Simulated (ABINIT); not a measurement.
BN (P6_3/mmc): how ε∞ follows the gap

The empty bands of BN (P6_3/mmc) are shifted up rigidly by Δ, and ε∞ along x is computed for each shift. x, y and z are the Cartesian axes of the input cell.

Symmetry: P6_3/mmc, No. 194, hexagonal system. The conventional cell has a = 2.498 Å, b = 2.498 Å, c = 6.636 Å, α = 90.00°, β = 90.00°, γ = 120.00°. N on site d has 3 B at 1.44 Å as nearest neighbours. B on site c has 3 N at 1.44 Å as nearest neighbours.

Method: ABINIT 10.8.3, LDA, independent particles, k-mesh 15×15×5, Lorentzian half width 0.04 eV.

Launch of the response step: `optic optic.abi`. The series took 69 s in all, its band step included, on 4 threads of Intel(R) Xeon(R) Processor @ 2.70GHz, on a shared host.

```tsv
Δ (eV)	ε∞ along x
0.00	4.864
0.40	?
0.80	4.493
1.20	4.337
1.60	4.196
2.00	4.067
```

With one effective transition at E₀ and fixed dipole strength, ε∞ − 1 = A/(E₀ + Δ), so 1/(ε∞ − 1) is linear in Δ.

Working, on the rows shown:

| x = Δ (eV) | y = 1/(ε∞ − 1) |
| --- | --- |
| 0 | 0.258799 |
| 0.8 | 0.286287 |
| 1.2 | 0.29967 |
| 1.6 | 0.312891 |
| 2 | 0.326052 |

Means: x̄ = 1.12, ȳ = 0.29674. Σ(x − x̄)(y − ȳ) = 0.07962, Σ(x − x̄)² = 2.368. Slope = 0.07962 / 2.368 = 0.03362; intercept = ȳ − slope · x̄ = 0.25908. Turned back into ε∞ along x, the line misses the rows shown by at most 0.0042.

Question: Fill in the last column of the withheld row.

Answer: At x = 0.4 the line gives y = 0.27253, that is 4.669. The run gave 4.668, so the interpolation is off by 0.0013, 0.2 % of the range in the table.

Refitted with all rows, the slope is 0.0336 and the intercept 0.25912. These give E₀ = intercept/slope = 7.7 eV, far above the least direct gap of 4.55 eV: most of the screening comes from transitions well over the edge. Over the first step ε∞ falls by 10 % per eV. The cell comes from an older database entry, whose edges can be off by a per cent or so. Excitons are left out and so are local fields; LDA gaps are as a rule too small. The values come from a sum over the points of one k-mesh and carry its error, which grows as the direct gap shrinks.

[Logs are printed without paths, hosts, clocks, repeated set-up lines and the standing remarks that a program may print on its own settings, such as how far it seeks lower states.]
